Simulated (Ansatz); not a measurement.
# The perfect Nb wire along [110], 9 atoms a period

What gap, if any, does the Nb wire along [110], 9 atoms a period have, and how many channels would it open?

Program: Ansatz 0.2.0. Level of theory: DFT PBE, plane waves, PAW; relaxation of a wire's period; PAW set soft_1, in the first sound run; inputs show where later runs differ. Results are calculated unless marked as measured.

## Step 1: Set-up

The cell holds 9 atoms: 9 Nb. Cell: a = 10.110 Å, b = 11.481 Å, c = 4.681 Å, α = 90.0°, β = 90.0°, γ = 90.0°. Vacuum lies along a and b. The structure's axis is c.

## Step 2: Relaxation of atoms and period

Band widths follow the bond lengths, so the wire is relaxed first. The atoms and the third cell vector are free; the box across stays fixed as vacuum. A Fermi-Dirac smearing is set since the result may be a metal. The pressure printed is a third of the stress's trace over the whole box, vacuum included; only the stress along the axis is relaxed.

input.yaml

```yaml
crystal:
  lattice:
    - [10.11, 0.0, 0.0]
    - [0.0, 11.481, 0.0]
    - [0.0, 0.0, 4.6810468915]
  atoms:
    - { symbol: Nb, position: [0.336300692, 0.703862633, 0.0] }
    - { symbol: Nb, position: [0.5, 0.500002042, 0.0] }
    - { symbol: Nb, position: [0.663699308, 0.703862633, 0.0] }
    - { symbol: Nb, position: [0.336300692, 0.500002042, 0.5] }
    - { symbol: Nb, position: [0.5, 0.296141451, 0.5] }
    - { symbol: Nb, position: [0.5, 0.703862633, 0.5] }
    - { symbol: Nb, position: [0.663699308, 0.500002042, 0.5] }
    - { symbol: Nb, position: [0.336300692, 0.296141451, 0.0] }
    - { symbol: Nb, position: [0.663699308, 0.296141451, 0.0] }
kpoints:
  mp_grid: { grid: [1, 1, 18] }
scf:
  occupations: { method: fermi_dirac, width: 0.05 }
hamiltonian:
  xc: pbe
  pseudopotentials: { kind: paw, azcp: { folder: soft_1 } }
relax:
  cell: { fix: [a, b, alpha, beta, gamma] }
  max_steps: 45
  f_tol: 0.03
```

Started as:

```console
> ansatz run input.yaml --threads 4 --pin off --max-ram 16384MiB --backend cpu --events-out ev --progress --plain --runs-dir out
```

Numbers of over 12 decimals in the logs are rounded to 6 here.

The log of the run:

```text
Engine: ansatz 0.2.0, aarch64-unknown-linux-gnu
Pseudopotentials: kind: paw
Pseudopotential: Nb, paw, valence charge 13, recommended cutoff 420 eV (normal), soft_1/Nb.paw.azcp
Functional definition: PBE
  parameter kappa = 0.804
  parameter beta = 0.066725
  exchange = pbe_x(kappa = kappa, mu = beta*pi^2/3)
  correlation = pbe_c(beta = beta)
Crystal: 9 atoms, lattice volume = 543.343 Å³
Basis set: ecut = 420 eV, 10605 PW (Γ), exchange–correlation on 144×160×64 points (8 copies of the dense FFT grid, shifted against one another)
Bands: 71, of which v1, the nominal top of the filled ones, is band 59 counted from 1 (58 counted from 0)
Symmetry: 8 space group operations
Space group: Pmmm (ITA 47), of the structure as read, at distance tolerance 8.2e-5 Å
k-points: 10 of 18
Non-local potential: Nb, projectors of the file, l = 0: 3, l = 1: 2, l = 2: 2, l = 3: 1
PAW form: soft (Blöchl's): semilocal exchange-correlation on the pseudo side does not see the compensation charge
PAW one-centre angular grid: Nb, 590 points (default); XC on 64 Gauss nodes
Initial density: superposition of atomic densities (neutral atoms: chi_scale 0, normalization atom)
Initial wavefunctions: pseudopotential atomic-orbital guess
Functional: x = pbe(κ = 0.804, μ = 0.219515), c = pbe(β = 0.066725)
SCF iter   1: F=—  HF=-40966.465107 eV  |F-HF|=—  |Δ(HF+E_count)|=         —  Δρ=5.70e-2  dr2=8.25e1  ethr=3.10e-3  ⟨swp⟩=9.7  Hψ=3006  notcnv=0
preconditioner: auto → LDOS  [metal: Δε(μ)=0.037 eV  Ē_g=3.242 eV  σ=0.050 eV  W_gap=0.18  n_scr=82 (ndim 8)  ℏωp=10.7 eV  f_vac=0.446  D(μ)=8.20/eV (n_scr^D=40)  β→1.0]
SCF iter   2: F=—  HF=-40969.274238 eV  |F-HF|=—  |Δ(HF+E_count)|=    2.81e0  Δρ=8.22e-2  dr2=2.27e2  ethr=3.10e-3  ⟨swp⟩=6.9  Hψ=3274  notcnv=0  defer=4  recentre
SCF iter   3: F=—  HF=-40955.119135 eV  |F-HF|=—  |Δ(HF+E_count)|=    1.42e1  Δρ=2.33e-2  dr2=1.53e1  ethr=3.10e-3  ⟨swp⟩=6.3  Hψ=2548  notcnv=0  defer=1
SCF iter   4: F=—  HF=-40953.231447 eV  |F-HF|=—  |Δ(HF+E_count)|=    1.89e0  Δρ=4.62e-3  dr2=5.58e-1  ethr=3.10e-3  ⟨swp⟩=4.4  Hψ=1269  notcnv=0
SCF iter   5: F=—  HF=-40953.197053 eV  |F-HF|=—  |Δ(HF+E_count)|=   3.44e-2  Δρ=1.75e-3  dr2=3.01e-2  ethr=4.77e-4  ⟨swp⟩=4.8  Hψ=1207  notcnv=0
SCF iter   6: F=—  HF=-40953.199747 eV  |F-HF|=—  |Δ(HF+E_count)|=   2.69e-3  Δρ=6.18e-4  dr2=8.93e-3  ethr=2.57e-5  ⟨swp⟩=2.0  Hψ=1171  notcnv=0
SCF iter   7: F=—  HF=-40953.199954 eV  |F-HF|=—  |Δ(HF+E_count)|=   2.07e-4  Δρ=2.16e-4  dr2=1.10e-3  ethr=7.63e-6  ⟨swp⟩=2.0  Hψ=946  notcnv=0
SCF iter   8: F=—  HF=-40953.199968 eV  |F-HF|=—  |Δ(HF+E_count)|=   1.45e-5  Δρ=6.51e-5  dr2=9.95e-5  ethr=9.41e-7  ⟨swp⟩=2.0  Hψ=921  notcnv=0
SCF iter   9: F=—  HF=-40953.200320 eV  |F-HF|=—  |Δ(HF+E_count)|=   3.51e-4  Δρ=2.36e-5  dr2=7.34e-6  ethr=8.50e-8  ⟨swp⟩=2.1  Hψ=948  notcnv=0
SCF iter  10: F=—  HF=-40953.200323 eV  |F-HF|=—  |Δ(HF+E_count)|=   2.79e-6  Δρ=8.93e-6  dr2=1.57e-6  ethr=6.27e-9  ⟨swp⟩=2.7  Hψ=1196  notcnv=0
SCF iter  11: F=—  HF=-40953.200323 eV  |F-HF|=—  |Δ(HF+E_count)|=   4.39e-7  Δρ=3.44e-6  dr2=1.45e-7  ethr=1.34e-9  ⟨swp⟩=2.3  Hψ=951  notcnv=0
SCF iter  12: F=-40953.200323 eV  HF=-40953.200323 eV  |F-HF|=3.67e-9  |Δ(HF+E_count)|=   4.69e-8  Δρ=9.26e-7  dr2=1.32e-8  ethr=8.55e-11  ⟨swp⟩=5.6  Hψ=2226  notcnv=0
SCF 1 converged in 12 iterations: F = -40953.200323 eV  dr2 = 1.32e-8
  greatest PAW one-centre occupation: 0.998 electrons in one spin orbital (limit 2), on the Nb atom at site 1 (counted from 0), in its partial waves of l = 0
relax step   1: F+E_penalty+E_count = -40953.20032314 eV  Δ(F+E_penalty+E_count) = +0.000e0 eV  max|allowed force component| = 2.590e0 eV/Å  Δτ_max = 0.0000 Å  P = -6.660 GPa  Ω = 543.343 Å³  fix = [a, b, alpha, beta, gamma]  reactions: a -6.900, b -5.004 GPa  (12 SCF iters, dr2 threshold 1.00e-7 eV, accepted)
Crystal: 9 atoms, lattice volume = 528.479 Å³
Basis set: ecut = 420 eV, 10353 PW (Γ), exchange–correlation on 144×160×64 points (8 copies of the dense FFT grid, shifted against one another)
Initial density: handed on by an earlier stage of this run
Initial wavefunctions: those handed on with the density
SCF iter   1: F=—  HF=-40956.347576 eV  |F-HF|=—  |Δ(HF+E_count)|=         —  Δρ=1.87e-2  dr2=5.38e0  ethr=3.10e-3  ⟨swp⟩=11.7  Hψ=3224  notcnv=0
preconditioner: auto → LDOS  [metal: Δε(μ)=0.057 eV  Ē_g=2.746 eV  σ=0.050 eV  W_gap=0.26  n_scr=82 (ndim 8)  ℏωp=10.8 eV  f_vac=0.502  D(μ)=8.84/eV (n_scr^D=44)  β→1.0]
SCF iter   2: F=—  HF=-40957.762069 eV  |F-HF|=—  |Δ(HF+E_count)|=    1.41e0  Δρ=2.88e-2  dr2=2.01e1  ethr=3.10e-3  ⟨swp⟩=3.4  Hψ=1493  notcnv=0  recentre
SCF iter   3: F=—  HF=-40955.866340 eV  |F-HF|=—  |Δ(HF+E_count)|=    1.90e0  Δρ=7.05e-3  dr2=7.64e-1  ethr=3.10e-3  ⟨swp⟩=3.1  Hψ=1310  notcnv=0
SCF iter   4: F=—  HF=-40955.793143 eV  |F-HF|=—  |Δ(HF+E_count)|=   7.32e-2  Δρ=1.37e-3  dr2=1.63e-2  ethr=6.53e-4  ⟨swp⟩=2.3  Hψ=1062  notcnv=0
SCF iter   5: F=—  HF=-40955.791313 eV  |F-HF|=—  |Δ(HF+E_count)|=   1.83e-3  Δρ=4.32e-4  dr2=1.99e-3  ethr=1.40e-5  ⟨swp⟩=2.3  Hψ=1117  notcnv=0
SCF iter   6: F=—  HF=-40955.791849 eV  |F-HF|=—  |Δ(HF+E_count)|=   5.36e-4  Δρ=1.76e-4  dr2=3.59e-4  ethr=1.70e-6  ⟨swp⟩=2.0  Hψ=999  notcnv=0
SCF iter   7: F=—  HF=-40955.792150 eV  |F-HF|=—  |Δ(HF+E_count)|=   3.02e-4  Δρ=5.43e-5  dr2=1.86e-5  ethr=3.07e-7  ⟨swp⟩=2.0  Hψ=935  notcnv=0
SCF iter   8: F=—  HF=-40955.792166 eV  |F-HF|=—  |Δ(HF+E_count)|=   1.59e-5  Δρ=2.14e-5  dr2=6.90e-6  ethr=1.59e-8  ⟨swp⟩=2.9  Hψ=1354  notcnv=0
SCF iter   9: F=-40955.792167 eV  HF=-40955.792167 eV  |F-HF|=1.27e-8  |Δ(HF+E_count)|=   4.25e-7  Δρ=5.77e-6  dr2=2.68e-7  ethr=7.69e-10  ⟨swp⟩=3.9  Hψ=2806  notcnv=0
SCF 2 converged in 9 iterations: F = -40955.792167 eV  dr2 = 2.68e-7
relax step   2: F+E_penalty+E_count = -40955.79216670 eV  Δ(F+E_penalty+E_count) = -2.592e0 eV  max|allowed force component| = 1.252e0 eV/Å  Δτ_max = 0.1954 Å  P = -2.267 GPa  Ω = 528.479 Å³  energy of the carried Pulay correction = +5.598e-4 eV  fix = [a, b, alpha, beta, gamma]  reactions: a -2.566, b -1.497 GPa  (9 SCF iters, dr2 threshold 9.00e-7 eV, accepted)
Crystal: 9 atoms, lattice volume = 525.268 Å³
Basis set: ecut = 420 eV, 10313 PW (Γ), exchange–correlation on 144×160×64 points (8 copies of the dense FFT grid, shifted against one another)
iter 1 solved again at ethr=1.19e-3 eV; its pass at ethr=3.10e-3 eV (dr2=1.39e0 eV) is discarded
SCF iter   1: F=—  HF=-40955.992240 eV  |F-HF|=—  |Δ(HF+E_count)|=         —  Δρ=1.37e-2  dr2=1.44e0  ethr=1.19e-3  ⟨swp⟩=1.1  Hψ=3536  notcnv=0
[...]
SCF iter   8: F=—  HF=-40955.825890 eV  |F-HF|=—  |Δ(HF+E_count)|=   8.47e-6  Δρ=1.81e-5  dr2=4.07e-6  ethr=1.30e-8  ⟨swp⟩=2.6  Hψ=969  notcnv=0  defer=3
SCF iter   9: F=-40955.825891 eV  HF=-40955.825891 eV  |F-HF|=2.25e-8  |Δ(HF+E_count)|=   1.08e-6  Δρ=5.30e-6  dr2=3.72e-7  ethr=7.69e-10  ⟨swp⟩=3.7  Hψ=2782  notcnv=0
SCF 3 converged in 9 iterations: F = -40955.825891 eV  dr2 = 3.72e-7
relax step   3: F+E_penalty+E_count = -40955.82589125 eV  Δ(F+E_penalty+E_count) = -3.372e-2 eV  max|allowed force component| = 1.626e0 eV/Å  Δτ_max = 0.1921 Å  P = +1.557 GPa  Ω = 525.268 Å³  energy of the carried Pulay correction = +6.828e-4 eV  fix = [a, b, alpha, beta, gamma]  reactions: a +2.556, b +0.668 GPa  (9 SCF iters, dr2 threshold 9.00e-7 eV, accepted)
[...]
relax step   4: F+E_penalty+E_count = -40956.09319102 eV  Δ(F+E_penalty+E_count) = -2.673e-1 eV  max|allowed force component| = 3.307e-1 eV/Å  Δτ_max = 0.1196 Å  P = -0.300 GPa  Ω = 522.361 Å³  energy of the carried Pulay correction = +7.947e-4 eV  fix = [a, b, alpha, beta, gamma]  reactions: a -0.655, b +0.156 GPa  (9 SCF iters, dr2 threshold 9.00e-7 eV, accepted)
[...]
relax step   5: F+E_penalty+E_count = -40956.11247280 eV  Δ(F+E_penalty+E_count) = -1.928e-2 eV  max|allowed force component| = 1.730e-1 eV/Å  Δτ_max = 0.0424 Å  P = -0.196 GPa  Ω = 523.098 Å³  energy of the carried Pulay correction = +7.663e-4 eV  fix = [a, b, alpha, beta, gamma]  reactions: a -0.028, b -0.226 GPa  (8 SCF iters, dr2 threshold 9.00e-7 eV, accepted)
[...]
relax step   6: F+E_penalty+E_count = -40956.11886225 eV  Δ(F+E_penalty+E_count) = -6.389e-3 eV  max|allowed force component| = 1.493e-2 eV/Å  Δτ_max = 0.0173 Å  P = -0.074 GPa  Ω = 521.767 Å³  energy of the carried Pulay correction = +8.177e-4 eV  fix = [a, b, alpha, beta, gamma]  reactions: a -0.014, b -0.063 GPa  (7 SCF iters, dr2 threshold 9.00e-7 eV, accepted)
[...]
relax step   7: F+E_penalty+E_count = -40956.12018835 eV  Δ(F+E_penalty+E_count) = -1.326e-3 eV  max|allowed force component| = 1.631e-2 eV/Å  Δτ_max = 0.0090 Å  P = +0.008 GPa  Ω = 519.361 Å³  energy of the carried Pulay correction = +9.109e-4 eV  fix = [a, b, alpha, beta, gamma]  reactions: a -0.013, b -0.002 GPa  (8 SCF iters, dr2 threshold 5.34e-8 eV, accepted)
Basis set: ecut = 420 eV, 10193 PW (Γ), exchange–correlation on 144×160×60 points (8 copies of the dense FFT grid, shifted against one another)
Initial wavefunctions: pseudopotential atomic-orbital guess (no wavefunctions were taken with the density)
iter 1 solved again at ethr=6.50e-7 eV; its pass at ethr=3.10e-3 eV (dr2=7.61e-4 eV) is discarded
SCF iter   1: F=—  HF=-40956.119095 eV  |F-HF|=—  |Δ(HF+E_count)|=         —  Δρ=4.07e-5  dr2=1.16e-6  ethr=6.50e-7  ⟨swp⟩=4.4  Hψ=5027  notcnv=0
eigensolver tolerance schedule: the retry pair's looser diagonalisation over-reported the residual by 655.37 of it (diagonalisation noise at 0.16 of the residual, at the tolerance the schedule requests for it); recorded, not acted on — ethr = c·dr2/N_el stays at c = 1.0e-1
preconditioner: auto → LDOS  [metal: Δε(μ)=0.004 eV  Ē_g=2.753 eV  σ=0.050 eV  W_gap=0.02  n_scr=82 (ndim 8)  ℏωp=10.9 eV  f_vac=0.504  D(μ)=13.94/eV (n_scr^D=100)  β→1.0]
SCF iter   2: F=—  HF=-40956.119278 eV  |F-HF|=—  |Δ(HF+E_count)|=   1.83e-4  Δρ=5.43e-6  dr2=2.72e-7  ethr=9.91e-10  ⟨swp⟩=3.5  Hψ=1551  notcnv=0
SCF iter   3: F=—  HF=-40956.119278 eV  |F-HF|=—  |Δ(HF+E_count)|=   1.96e-8  Δρ=2.80e-6  dr2=1.51e-7  ethr=2.33e-10  ⟨swp⟩=2.2  Hψ=1235  notcnv=0
SCF iter   4: F=—  HF=-40956.119278 eV  |F-HF|=—  |Δ(HF+E_count)|=   1.57e-8  Δρ=1.02e-6  dr2=1.01e-8  ethr=1.29e-10  ⟨swp⟩=2.0  Hψ=921  notcnv=0
SCF iter   5: F=—  HF=-40956.119278 eV  |F-HF|=—  |Δ(HF+E_count)|=   1.81e-9  Δρ=2.68e-7  dr2=1.08e-9  ethr=8.67e-12  ⟨swp⟩=2.0  Hψ=962  notcnv=0
SCF iter   6: F=—  HF=-40956.119278 eV  |F-HF|=—  |Δ(HF+E_count)|=  8.00e-11  Δρ=1.17e-7  dr2=1.95e-10  ethr=1.00e-12  ⟨swp⟩=2.4  Hψ=997  notcnv=0
SCF iter   7: F=-40956.119278 eV  HF=-40956.119278 eV  |F-HF|=6.55e-11  |Δ(HF+E_count)|=  3.64e-11  Δρ=5.05e-8  dr2=3.99e-11  ethr=1.00e-12  ⟨swp⟩=5.8  Hψ=2660  notcnv=0
SCF 8 converged in 7 iterations: F = -40956.119278 eV  dr2 = 3.99e-11
relax step   8: F+E_penalty+E_count = -40956.11927796 eV  Δ(F+E_penalty+E_count) = +9.104e-4 eV  max|allowed force component| = 1.642e-2 eV/Å  Δτ_max = 0.0000 Å  P = +0.009 GPa  Ω = 519.361 Å³  fix = [a, b, alpha, beta, gamma]  reactions: a -0.011, b -0.000 GPa  stress off target by 3.88e-2 GPa on what of the cell is left free  SCF on the basis re-selected at this cell (its energy is not comparable with the rows above)  (7 SCF iters)
basis re-selected at this cell: Δ(F+E_penalty+E_count) = +9.104e-4 eV, ΔP = +0.001 GPa vs the last step (what re-selecting the basis moved, of the pressure what is left beyond the Pulay correction that the steps carried, after the strain that the cell walked since its last selection, with what the two solves' SCF thresholds leave and, on support functions, any second-order correction that the steps lacked; it is no measure of the basis error at this ecutwfc). The dense FFT grid was sized anew with the basis: this SCF ran on 72×80×30 points, the steps before it on 72×80×32, so part of this shift can come from that change (see relax.cell in the input reference). [rest of the remark cut]
SCF converged after 7 iterations
Free energy (F): -40956.119278 eV
Harris-Foulkes:  -40956.119278 eV  (|F-HF|=6.55e-11)
Internal energy: -40956.008150 eV  (E = F + TS)
E sigma→0 (E₀):  -40956.063714 eV
Entropy (-TS):   -0.111128 eV (-12.348 meV/atom)
Fermi energy:    3.459864 eV
--- Per-component energies (eV) ---
  E_band       = -2311.023769
  E_kinetic    = 3356.209728
  E_local      = -33439.248813  (includes V_loc(G=0)·N_el)
  E_nonlocal   = 875.038862
  E_hartree    = 14877.560846
  E_xc         = -1479.749065
  E_vxc        = -1789.746832  (∫ρ·V_xc dr)
  E_paw        = -27745.789324  (= ΣΔE_a)
  E_vpaw       = -1068.398096  (= ΣTr[D̂ρ^β])
  E_aug_tail   = 0.000395  (compensation charges beyond the density's cutoff)
  E_ewald      = 2599.969221
  E_smearing   = -0.111128  (= −TS)
  E_closure    = 0.000000  (closes the sum)
  Σ components = -40956.119278   (vs F -40956.119278, Δ=0.00e0)
--- Forces (eV/Å), atoms counted from 1 ---
  atom   1  Nb    -0.00045195     0.00981863     0.00000000
  atom   2  Nb     0.00000000     0.00000000     0.00000000
  atom   3  Nb     0.00045195     0.00981863     0.00000000
  atom   4  Nb    -0.01641546     0.00000000     0.00000000
  atom   5  Nb     0.00000000    -0.00982016     0.00000000
  atom   6  Nb     0.00000000     0.00982016     0.00000000
  atom   7  Nb     0.01641546     0.00000000     0.00000000
  atom   8  Nb    -0.00045195    -0.00981863     0.00000000
  atom   9  Nb     0.00045195    -0.00981863     0.00000000
  max |Σ_I F_I| component: 3.47e-18 eV/Å
--- Stress (GPa, compression-positive) ---
       -0.010975       0.000000       0.000000
        0.000000      -0.000181       0.000000
        0.000000       0.000000       0.038779
  P = ⅓ Tr σ = 0.0092 GPa (0.092 kbar)
--- Relaxed structure (7 steps of the walk, 7 accepted, 1 SCFs on fresh bases) ---
  F+E_penalty+E_count = -40956.11927796 eV   max|allowed force component| = 1.642e-2 eV/Å   (the final SCF, on the basis selected at the relaxed cell)
  cell:  # Å, volume = 519.3606 Å³
    - [10.11, 0.0, 0.0]
    - [0.0, 11.481, 0.0]
    - [0.0, 0.0, 4.474434]
  atoms:
    - { symbol: Nb, position: [0.361455, 0.693427, 0.0] }
    - { symbol: Nb, position: [0.500000, 0.500002042, 0.0] }
    - { symbol: Nb, position: [0.638545, 0.693427, 0.0] }
    - { symbol: Nb, position: [0.348379, 0.500002042, 0.500000] }
    - { symbol: Nb, position: [0.500000, 0.301903, 0.500000] }
    - { symbol: Nb, position: [0.500000, 0.698101, 0.500000] }
    - { symbol: Nb, position: [0.651621, 0.500002042, 0.500000] }
    - { symbol: Nb, position: [0.361455, 0.306577, 0.0] }
    - { symbol: Nb, position: [0.638545, 0.306577, 0.0] }
```

Elapsed: 45 s, on 4 threads of Arm Neoverse V2, shared host; peak memory 1.2 GiB.

(Continued in part 2 of 2.)

[Logs are printed without paths, hosts, clocks, repeated set-up lines and the standing remarks that a program may print on its own settings, such as how far it seeks lower states.]

[Hosts, paths, dates, database ids (printed as entryN), source tags and the programs' standing remarks are cut or masked in the printed files.]
